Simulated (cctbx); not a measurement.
## A crystallographic session in cctbx: Mn3VSn10Pt2

Library: cctbx 2025.11. The data are simulated by the first script.

## 1. Simulate the data

run.py:

```python
from cctbx import adptbx, crystal, miller, sgtbx, xray
from cctbx.array_family import flex
from iotbx.shelx import hklf
from scitbx import matrix
import scitbx.random

cs = crystal.symmetry(unit_cell=(6.413, 6.413, 15, 90, 90, 90), space_group_symbol='Hall: P -4 -2n')  # P-4n2
atoms = [  # label, site, U (iso, or U11 U22 U33 U12 U13 U23 in A^2), occupancy
    ("Pt1", (0.5, 0, 0.414), (0.0088, 0.0219, 0.0151, -0.0009, 0.0000, 0.0000), 1),
    ("Sn1", (0.2642, 0.1594, 0.5537), (0.0149, 0.0117, 0.0152, 0.0047, 0.0064, 0.0003), 1),
    ("Sn2", (0.3067, 0.3404, 0.3478), (0.0125, 0.0120, 0.0126, 0.0034, -0.0031, 0.0021), 1),
    ("Sn3", (0.1765, 0.3235, 0.75), (0.0087, 0.0087, 0.0117, -0.0036, -0.0019, -0.0019), 1),
    ("Mn1", (0.5, 0.5, 0.1738), (0.0396, 0.0200, 0.0136, -0.0045, 0.0000, 0.0000), 1),
    ("Mn2", (0, 0.5, 0.25), (0.0125, 0.0125, 0.0111, 0.0017, 0.0000, 0.0000), 1),
    ("V1", (0.5, 0.5, 0.5), (0.0226, 0.0226, 0.0174, 0.0000, -0.0000, 0.0000), 1),
]
xs = xray.structure(crystal_symmetry=cs)
for label, site, u, occ in atoms:
    u = adptbx.u_cif_as_u_star(cs.unit_cell(), u) if isinstance(u, tuple) else u
    xs.add_scatterer(xray.scatterer(label, site=site, u=u, occupancy=occ))
xs.set_inelastic_form_factors(1.3414, "sasaki")
xs.show_summary()
p1 = xs.expand_to_p1()
ms = miller.build_set(p1, anomalous_flag=True, d_min=0.83)
flex.set_random_seed(412320)
scitbx.random.set_random_seed(412320)
ms = ms.select(flex.random_double(ms.size()) < 0.8)
i = ms.structure_factors_from_scatterers(p1, algorithm="direct").f_calc().as_intensity_array().data()
i = i / flex.sqrt(1 + 0.1 * i / flex.max(i))  # extinction
i = i * 20000 / flex.max(i)
sig = flex.sqrt(i + flex.pow2(0.015 * i) + 2 ** 2)
noise = scitbx.random.variate(scitbx.random.normal_distribution())(i.size())
data = ms.array(data=i + sig * noise, sigmas=sig).set_observation_type_xray_intensity()
with open("data.hkl", "w") as f:
    data.export_as_shelx_hklf(f)
print("reflections written:", data.size(), " <I/sigma> = %.1f" % flex.mean(data.data() / data.sigmas()))
for h, a, b in list(data.sort("data"))[:12]:
    print("%4d%4d%4d %9.1f %7.1f" % (h + (a, b)))
```

```console
$ python run.py
```

```text
Number of scatterers: 7
At special positions: 5
Unit cell: (6.413, 6.413, 15, 90, 90, 90)
Space group: P -4 n 2 (No. 118)
reflections written: 3611  <I/sigma> = 17.6
   0   3   3   20834.1   331.7
   0  -3   3   20275.9   331.7
  -3   0  -3   20105.2   331.7
   0  -3  -3   20085.6   327.8
   0   3  -3   20026.9   327.8
   3   0   3   19457.3   327.8
  -3   0   3   19321.4   327.8
  -2  -2   0   17854.7   297.7
   1  -1   5   17820.2   296.1
   1  -1  -5   17801.0   296.1
  -1  -1   5   17779.2   296.1
  -2   2   0   17662.3   297.7
```

Run time: 0.36 s on 1 thread of Arm Neoverse N1, with other jobs on the host, peak memory 0.07 GiB.

## 2. Refinement (right model, isotropic)

run.py:

```python
import math
from cctbx import adptbx, crystal, maptbx, sgtbx, xray
from cctbx.array_family import flex
from cctbx.xray import observations
from iotbx.shelx import hklf
from scitbx.lstbx import normal_eqns_solving
from smtbx import absolute_structure, utils
from smtbx.refinement import constraints, least_squares

cs = crystal.symmetry(unit_cell=(6.413, 6.413, 15, 90, 90, 90), space_group_symbol='Hall: P -4 -2n')  # P-4n2
atoms = [  # label, site, U (iso, or U11 U22 U33 U12 U13 U23 in A^2), occupancy
    ("Pt1", (0.5, 0, 0.4111), 0.0200, 1),
    ("Sn1", (0.2524, 0.1459, 0.5543), 0.0200, 1),
    ("Sn2", (0.3082, 0.3417, 0.3487), 0.0200, 1),
    ("Sn3", (0.1673, 0.3327, 0.75), 0.0200, 1),
    ("Mn1", (0.5, 0.5, 0.1776), 0.0200, 1),
    ("Mn2", (0, 0.5, 0.25), 0.0200, 1),
    ("V1", (0.5, 0.5, 0.5), 0.0200, 1),
]
xs = xray.structure(crystal_symmetry=cs)
for label, site, u, occ in atoms:
    u = adptbx.u_cif_as_u_star(cs.unit_cell(), u) if isinstance(u, tuple) else u
    xs.add_scatterer(xray.scatterer(label, site=site, u=u, occupancy=occ))
xs.set_inelastic_form_factors(1.3414, "sasaki")
raw = hklf.reader(file_name="data.hkl").as_miller_arrays(crystal_symmetry=cs, anomalous=True)[0]
merged = raw.eliminate_sys_absent().merge_equivalents()
fo2 = merged.array().set_observation_type_xray_intensity()
print("Rint %.3f, %d unique reflections to %.2f A" % (merged.r_int(), fo2.size(), fo2.d_min()))
for sc in xs.scatterers():
    sc.flags.set_grad_site(True)
    sc.flags.set_grad_u_aniso(sc.flags.use_u_aniso())
    sc.flags.set_grad_u_iso(sc.flags.use_u_iso())
obs = fo2.as_xray_observations()
extra = {}
rep = constraints.reparametrisation(xs, [], utils.connectivity_table(xs), **extra)
ls = least_squares.crystallographic_ls(obs, rep, weighting_scheme=least_squares.mainstream_shelx_weighting(a=0, b=0))
print("cycle     R1     wR2    GooF  max shift (A)")
for cycle in range(8):
    ls.build_up()
    r1, wr2, goof = ls.r1_factor(cutoff_factor=2)[0], ls.wR2(), ls.goof()
    old = xs.sites_cart()
    normal_eqns_solving.levenberg_marquardt_iterations(ls, n_max_iterations=3, tau=1e-06, step_threshold=1e-7)
    big = flex.max((xs.sites_cart() - old).norms())
    print("%4d %7.4f %7.4f %7.3f %9.5f" % (cycle + 1, r1, wr2, goof, big))
    ls.build_up(objective_only=True)
    if abs(ls.wR2() - wr2) < 5e-5 and big < 5e-4:
        break
ls.build_up()
print("final R1 %.4f wR2 %.4f GooF %.3f  parameters %d  data/parameter %.1f" % (ls.r1_factor(cutoff_factor=2)[0], ls.wR2(), ls.goof(), ls.n_parameters, fo2.size() / ls.n_parameters))
cov = ls.covariance_matrix_and_annotations()
su = dict(zip(cov.annotations, (math.sqrt(max(v, 0)) for v in cov.matrix.matrix_packed_u_diagonal())))
a2 = cs.unit_cell().reciprocal_parameters()[0] ** -2
print("atom        x        y        z      Ueq    occ   su(xyz)  su(Uiso or U11)")
for sc in xs.scatterers():
    s = max(su.get(sc.label + k, 0) for k in (".x", ".y", ".z"))
    npd = "" if sc.is_positive_definite_u(cs.unit_cell()) else "  NPD"
    print("%-5s %8.5f %8.5f %8.5f %8.4f %6.3f %8.5f %7.4f%s" % ((sc.label,) + sc.site + (sc.u_iso_or_equiv(cs.unit_cell()), sc.occupancy, s, su.get(sc.label + ".uiso", su.get(sc.label + ".u11", 0) * a2), npd)))
fo = fo2.f_sq_as_f()
fc = fo.structure_factors_from_scatterers(xs, algorithm="direct").f_calc()
diff = fo.f_obs_minus_f_calc(1 / math.sqrt(ls.scale_factor()), fc).average_bijvoet_mates()
m = diff.fft_map(symmetry_flags=maptbx.use_space_group_symmetry, resolution_factor=0.25).apply_volume_scaling()
print("difference map: max %.2f min %.2f rms %.2f" % (m.statistics().max(), m.statistics().min(), m.statistics().sigma()))
peaks = m.peak_search(parameters=maptbx.peak_search_parameters(min_distance_sym_equiv=0.6, max_clusters=6)).all()
near = xs.closest_distances(peaks.sites(), distance_cutoff=4)
sps = cs.special_position_settings(min_distance_sym_equiv=0.5)
for k, (x, h) in enumerate(zip(peaks.sites(), peaks.heights())):
    ss = sps.site_symmetry(x)
    print("Q%-3d %7.4f %7.4f %7.4f %4d %7.2f  %.2f A from %s" % ((k + 1,) + tuple(t % 1 for t in ss.exact_site()) + (ss.multiplicity(), h, near.smallest_distances[k], xs.scatterers()[near.i_seqs[k]].label)))
```

```console
$ python run.py
```

```text
Rint 0.022, 568 unique reflections to 0.83 A
cycle     R1     wR2    GooF  max shift (A)
   1  0.1975  0.4566  24.186   0.11583
   2  0.0385  0.0898   4.755   0.00134
   3  0.0386  0.0896   4.743   0.00000
final R1 0.0386 wR2 0.0896 GooF 4.743  parameters 16  data/parameter 35.5
atom        x        y        z      Ueq    occ   su(xyz)  su(Uiso or U11)
Pt1    0.50000  0.00000  0.41402   0.0144  1.000  0.00009  0.0003
Sn1    0.26431  0.15957  0.55379   0.0128  1.000  0.00024  0.0004
Sn2    0.30751  0.34010  0.34772   0.0128  1.000  0.00024  0.0004
Sn3    0.17686  0.32314  0.75000   0.0099  1.000  0.00021  0.0004
Mn1    0.50000  0.50000  0.17410   0.0227  1.000  0.00036  0.0012
Mn2    0.00000  0.50000  0.25000   0.0112  1.000  0.00000  0.0012
V1     0.50000  0.50000  0.50000   0.0211  1.000  0.00000  0.0018
difference map: max 3.61 min -3.98 rms 0.55
Q1    0.1382  0.7922  0.4720    8    3.85  0.55 A from Sn1
Q2    0.2356  0.2644  0.7500    4    3.34  0.53 A from Sn3
Q3    0.1714  0.6835  0.4232    8    3.24  0.49 A from Sn1
Q4    0.9853  0.4259  0.9143    8    2.40  0.48 A from Pt1
Q5    0.1207  0.3793  0.7500    4    2.31  0.51 A from Sn3
Q6    0.1534  0.2455  0.1248    8    2.08  0.54 A from Sn2
```

Time: 0.54 s.

Figures of merit this high mean that the model is still wrong or incomplete.

## 3. Refinement (right model, anisotropic)

run.py, as its changes from the last script of this kind:

```diff
@@ -12,7 +12,7 @@
-    ("Pt1", (0.5, 0, 0.4111), 0.0200, 1),
-    ("Sn1", (0.2524, 0.1459, 0.5543), 0.0200, 1),
-    ("Sn2", (0.3082, 0.3417, 0.3487), 0.0200, 1),
-    ("Sn3", (0.1673, 0.3327, 0.75), 0.0200, 1),
-    ("Mn1", (0.5, 0.5, 0.1776), 0.0200, 1),
-    ("Mn2", (0, 0.5, 0.25), 0.0200, 1),
-    ("V1", (0.5, 0.5, 0.5), 0.0200, 1),
+    ("Pt1", (0.5, 0, 0.41402), 0.0144, 1),
+    ("Sn1", (0.26431, 0.15957, 0.55379), 0.0128, 1),
+    ("Sn2", (0.30751, 0.3401, 0.34772), 0.0128, 1),
+    ("Sn3", (0.17686, 0.32314, 0.75), 0.0099, 1),
+    ("Mn1", (0.5, 0.5, 0.1741), 0.0227, 1),
+    ("Mn2", (0, 0.5, 0.25), 0.0112, 1),
+    ("V1", (0.5, 0.5, 0.5), 0.0211, 1),
@@ -24,0 +25 @@
+xs.convert_to_anisotropic()
@@ -57,0 +59,4 @@
+fc = fo2.structure_factors_from_scatterers(xs, algorithm="direct").f_calc()
+absolute_structure.flack_analysis(xs, fo2.as_xray_observations()).show()
+h = absolute_structure.hooft_analysis(fo2, fc, scale_factor=ls.scale_factor())
+print("Hooft y: %.3f(%.0f)  Bijvoet pairs: %d" % (h.hooft_y, 1000 * h.sigma_y, h.n_bijvoet_pairs))
```

```console
$ python run.py
```

```text
Rint 0.022, 568 unique reflections to 0.83 A
cycle     R1     wR2    GooF  max shift (A)
   1  0.0386  0.0896   4.841   0.00617
   2  0.0086  0.0186   1.003   0.00000
final R1 0.0086 wR2 0.0186 GooF 1.003  parameters 38  data/parameter 14.9
atom        x        y        z      Ueq    occ   su(xyz)  su(Uiso or U11)
Pt1    0.50000  0.00000  0.41399   0.0150  1.000  0.00002  0.0001
Sn1    0.26404  0.15936  0.55370   0.0137  1.000  0.00005  0.0002
Sn2    0.30667  0.34052  0.34780   0.0121  1.000  0.00006  0.0002
Sn3    0.17651  0.32349  0.75000   0.0093  1.000  0.00005  0.0001
Mn1    0.50000  0.50000  0.17382   0.0247  1.000  0.00008  0.0008
Mn2    0.00000  0.50000  0.25000   0.0117  1.000  0.00000  0.0004
V1     0.50000  0.50000  0.50000   0.0215  1.000  0.00000  0.0006
Flack x: -0.03(2)
Hooft y: 0.006(22)  Bijvoet pairs: 235
difference map: max 0.35 min -0.38 rms 0.11
Q1    0.1564  0.6912  0.1696    8    0.36  1.82 A from Sn1
Q2    0.1597  0.3403  0.2500    4    0.33  1.45 A from Mn2
Q3    0.0405  0.8692  0.1263    8    0.33  1.40 A from Sn2
Q4    0.1667  0.8237  0.7383    8    0.33  1.66 A from Sn2
Q5    0.0557  0.4234  0.8030    8    0.30  1.28 A from Sn3
Q6    0.0126  0.7394  0.5688    8    0.29  1.56 A from Pt1
```

Time: 0.52 s.

## 4. Refinement

run.py, as its changes from the last script of this kind:

```diff
@@ -12,6 +12,6 @@
-    ("Pt1", (0.5, 0, 0.41402), 0.0144, 1),
-    ("Sn1", (0.26431, 0.15957, 0.55379), 0.0128, 1),
-    ("Sn2", (0.30751, 0.3401, 0.34772), 0.0128, 1),
-    ("Sn3", (0.17686, 0.32314, 0.75), 0.0099, 1),
-    ("Mn1", (0.5, 0.5, 0.1741), 0.0227, 1),
-    ("Mn2", (0, 0.5, 0.25), 0.0112, 1),
+    ("Pt1", (0.5, 0, 0.58598), 0.0144, 1),
+    ("Sn1", (0.73569, 0.84043, 0.44621), 0.0128, 1),
+    ("Sn2", (0.69249, 0.6599, 0.65228), 0.0128, 1),
+    ("Sn3", (0.82314, 0.67686, 0.25), 0.0099, 1),
+    ("Mn1", (0.5, 0.5, 0.8259), 0.0227, 1),
+    ("Mn2", (0, 0.5, 0.75), 0.0112, 1),
@@ -39 +39 @@
-for cycle in range(8):
+for cycle in range(12):
```

```console
$ python run.py
```

```text
Rint 0.022, 568 unique reflections to 0.83 A
cycle     R1     wR2    GooF  max shift (A)
   1  0.0411  0.0971   5.247   0.00638
   2  0.0173  0.0406   2.194   0.00000
final R1 0.0173 wR2 0.0406 GooF 2.194  parameters 38  data/parameter 14.9
atom        x        y        z      Ueq    occ   su(xyz)  su(Uiso or U11)
Pt1    0.50000  0.00000  0.58600   0.0151  1.000  0.00004  0.0003
Sn1    0.73598  0.84061  0.44635   0.0138  1.000  0.00012  0.0003
Sn2    0.69335  0.65941  0.65222   0.0122  1.000  0.00012  0.0003
Sn3    0.82346  0.67654  0.25000   0.0093  1.000  0.00011  0.0003
Mn1    0.50000  0.50000  0.82614   0.0252  1.000  0.00017  0.0018
Mn2    0.00000  0.50000  0.75000   0.0118  1.000  0.00000  0.0009
V1     0.50000  0.50000  0.50000   0.0208  1.000  0.00000  0.0013
Flack x: 1.02(2)
Hooft y: 0.997(23)  Bijvoet pairs: 235
difference map: max 0.34 min -0.50 rms 0.12
Q1    0.0781  0.9209  0.2592    8    0.35  1.23 A from Mn1
Q2    0.0000  0.5000  0.7500    2    0.34  0.00 A from Mn2
Q3    0.0283  0.8767  0.8692    8    0.34  1.32 A from Sn2
Q4    0.0033  0.2526  0.4152    8    0.31  1.59 A from Pt1
Q5    0.0230  0.3103  0.5176    8    0.31  1.32 A from Sn1
Q6    0.1625  0.7169  0.0253    8    0.31  1.33 A from Sn1
```

Time: 0.55 s.

This run holds a fault made on purpose: the structure inverted.

## 5. Refinement

run.py, as its changes from the last script of this kind:

```diff
@@ -12,7 +12,6 @@
-    ("Pt1", (0.5, 0, 0.58598), 0.0144, 1),
-    ("Sn1", (0.73569, 0.84043, 0.44621), 0.0128, 1),
-    ("Sn2", (0.69249, 0.6599, 0.65228), 0.0128, 1),
-    ("Sn3", (0.82314, 0.67686, 0.25), 0.0099, 1),
-    ("Mn1", (0.5, 0.5, 0.8259), 0.0227, 1),
-    ("Mn2", (0, 0.5, 0.75), 0.0112, 1),
-    ("V1", (0.5, 0.5, 0.5), 0.0211, 1),
+    ("Pt1", (0.5, 0, 0.41402), 0.0144, 1),
+    ("Sn1", (0.26431, 0.15957, 0.55379), 0.0128, 1),
+    ("Sn2", (0.30751, 0.3401, 0.34772), 0.0128, 1),
+    ("Sn3", (0.17686, 0.32314, 0.75), 0.0099, 1),
+    ("Mn1", (0.5, 0.5, 0.1741), 0.0227, 1),
+    ("Mn2", (0, 0.5, 0.25), 0.0112, 1),
@@ -59,4 +57,0 @@
-fc = fo2.structure_factors_from_scatterers(xs, algorithm="direct").f_calc()
-absolute_structure.flack_analysis(xs, fo2.as_xray_observations()).show()
-h = absolute_structure.hooft_analysis(fo2, fc, scale_factor=ls.scale_factor())
-print("Hooft y: %.3f(%.0f)  Bijvoet pairs: %d" % (h.hooft_y, 1000 * h.sigma_y, h.n_bijvoet_pairs))
```

```console
$ python run.py
```

```text
Rint 0.022, 568 unique reflections to 0.83 A
cycle     R1     wR2    GooF  max shift (A)
   1  0.0825  0.1951  10.526   0.00000
final R1 0.0825 wR2 0.1951 GooF 10.526  parameters 36  data/parameter 15.8
atom        x        y        z      Ueq    occ   su(xyz)  su(Uiso or U11)
Pt1    0.50000  0.00000  0.41402   0.0144  1.000  0.00022  0.0016
Sn1    0.26431  0.15957  0.55379   0.0128  1.000  0.00054  0.0015
Sn2    0.30751  0.34010  0.34772   0.0128  1.000  0.00057  0.0017
Sn3    0.17686  0.32314  0.75000   0.0099  1.000  0.00049  0.0014
Mn1    0.50000  0.50000  0.17410   0.0227  1.000  0.00077  0.0069
Mn2    0.00000  0.50000  0.25000   0.0112  1.000  0.00000  0.0042
difference map: max 32.07 min -4.42 rms 1.21
Q1    0.0000  0.0000  0.0000    2   32.07  2.78 A from Sn1
Q2    0.0000  0.0000  0.5000    2    9.74  2.14 A from Sn1
Q3    0.0000  0.5000  0.5990    4    9.43  0.20 A from Pt1
Q4    0.1797  0.3203  0.7500    4    6.82  0.03 A from Sn3
Q5    0.1483  0.7876  0.4679    8    5.11  0.47 A from Sn1
Q6    0.1809  0.6783  0.0702    8    4.84  0.45 A from Sn1
```

Time: 0.48 s.

This run holds a fault made on purpose: atom left out: V1.

## 6. Refinement

run.py, as its changes from the last script of this kind:

```diff
@@ -17,0 +18 @@
+    ("V1", (0.5, 0.5, 0.5), 0.0211, 1),
@@ -23 +24 @@
-xs.set_inelastic_form_factors(1.3414, "sasaki")
+xs.set_inelastic_form_factors(0.71073, "sasaki")
```

```console
$ python run.py
```

```text
Rint 0.022, 568 unique reflections to 0.83 A
cycle     R1     wR2    GooF  max shift (A)
   1  0.0733  0.1764   9.537   0.00620
   2  0.0404  0.0988   5.341   0.00009
final R1 0.0404 wR2 0.0988 GooF 5.340  parameters 38  data/parameter 14.9
atom        x        y        z      Ueq    occ   su(xyz)  su(Uiso or U11)
Pt1    0.50000  0.00000  0.41394   0.0200  1.000  0.00011  0.0008
Sn1    0.26424  0.15948  0.55352   0.0107  1.000  0.00028  0.0008
Sn2    0.30685  0.34077  0.34763   0.0095  1.000  0.00029  0.0008
Sn3    0.17665  0.32335  0.75000   0.0065  1.000  0.00026  0.0008  NPD
Mn1    0.50000  0.50000  0.17427   0.0240  1.000  0.00039  0.0043
Mn2    0.00000  0.50000  0.25000   0.0105  1.000  0.00000  0.0022
V1     0.50000  0.50000  0.50000   0.0164  1.000  0.00000  0.0029
difference map: max 1.54 min -2.30 rms 0.31
Q1    0.2084  0.2144  0.1507    8    1.57  0.34 A from Sn2
Q2    0.0000  0.5000  0.5877    4    1.35  0.02 A from Pt1
Q3    0.1560  0.7207  0.4372    8    1.00  0.17 A from Sn1
Q4    0.1383  0.3617  0.7500    4    0.82  0.35 A from Sn3
Q5    0.1626  0.2702  0.7375    8    0.80  0.40 A from Sn3
Q6    0.9934  0.3207  0.5625    8    0.79  1.20 A from Pt1
```

Run time: 0.53 s on 1 thread of Arm Neoverse N1 (shared host), peak memory 0.09 GiB.

This run holds a fault made on purpose: dispersion terms of the wrong wavelength.

[Logs are printed without paths, hosts, clocks, repeated set-up lines and the standing remarks that a program may print on its own settings, such as how far it seeks lower states.]
